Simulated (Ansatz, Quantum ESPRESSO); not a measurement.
# Pd (111), fcc: biaxial strain and the free axis

A thin film takes the in-plane lattice of its substrate and is free along the normal. How do the free axis and the stress follow the misfit? The strained cell has c along the film normal; unstrained it is a = 2.7406 Å, b = 2.7406 Å, c = 6.7132 Å, α = 90.00°, β = 90.00°, γ = 120.00°, with 3 atoms.

Calculated with Ansatz 0.2.0, PBEsol, PAW files of the set soft_1, cutoff 600 eV, Fermi–Dirac smearing 0.05 eV, k-mesh 18×18×7, no spin polarisation, no spin-orbit coupling.

Relaxed positions at 0 %:

```
atom       x       y       z
  Pd  0.0000  0.0000  0.0000
  Pd  0.3333  0.6667  0.3333
  Pd  0.6667  0.3333  0.6667
```

```csv
ε∥ (%),a (Å),c (Å),ε⊥ (%),"σ (GPa, tension positive)"
−3,2.6584,6.9125,2.969,−11.59
−2,2.6858,6.8468,1.990,−7.00
−1,2.7132,6.7791,0.982,−3.14
0,2.7406,6.7116,−0.024,0.15
2,2.7955,6.5853,−1.905,5.65
3,2.8229,6.5255,−2.795,7.91
```

**Question.** Fit both responses and give the free strain and the stress at +1 %, a row left out above.

Least squares with y = y0 + y1 ε + y2 ε² (ε in %) gives ε⊥ = −0.006 + (−0.9652) ε + (0.0107) ε² and σ = 0.23 + (3.220) ε + (−0.229) ε² GPa. The linear terms put the ratio of free to applied strain at −0.965 and the biaxial modulus at 322 GPa.

At +1 % the free strain comes out as −0.961 %. The run itself gives −0.981 %, so the estimate misses by 0.020 %; the fitted rows themselves lie up to 0.023 % off the law.

The stress comes out as 3.22 GPa. The run itself gives 3.07 GPa, so the estimate misses by 0.15 GPa; the fitted rows themselves lie up to 0.13 GPa off the law.

The negative ε² term means that the crystal stiffens in compression and softens in tension.

The same fit over all rows at other levels or in other programs gives the strain ratio = −0.957 with PBEsol (Quantum ESPRESSO, GBRV).

[Logs are printed without paths, hosts, clocks, repeated set-up lines and the standing remarks that a program may print on its own settings, such as how far it seeks lower states.]
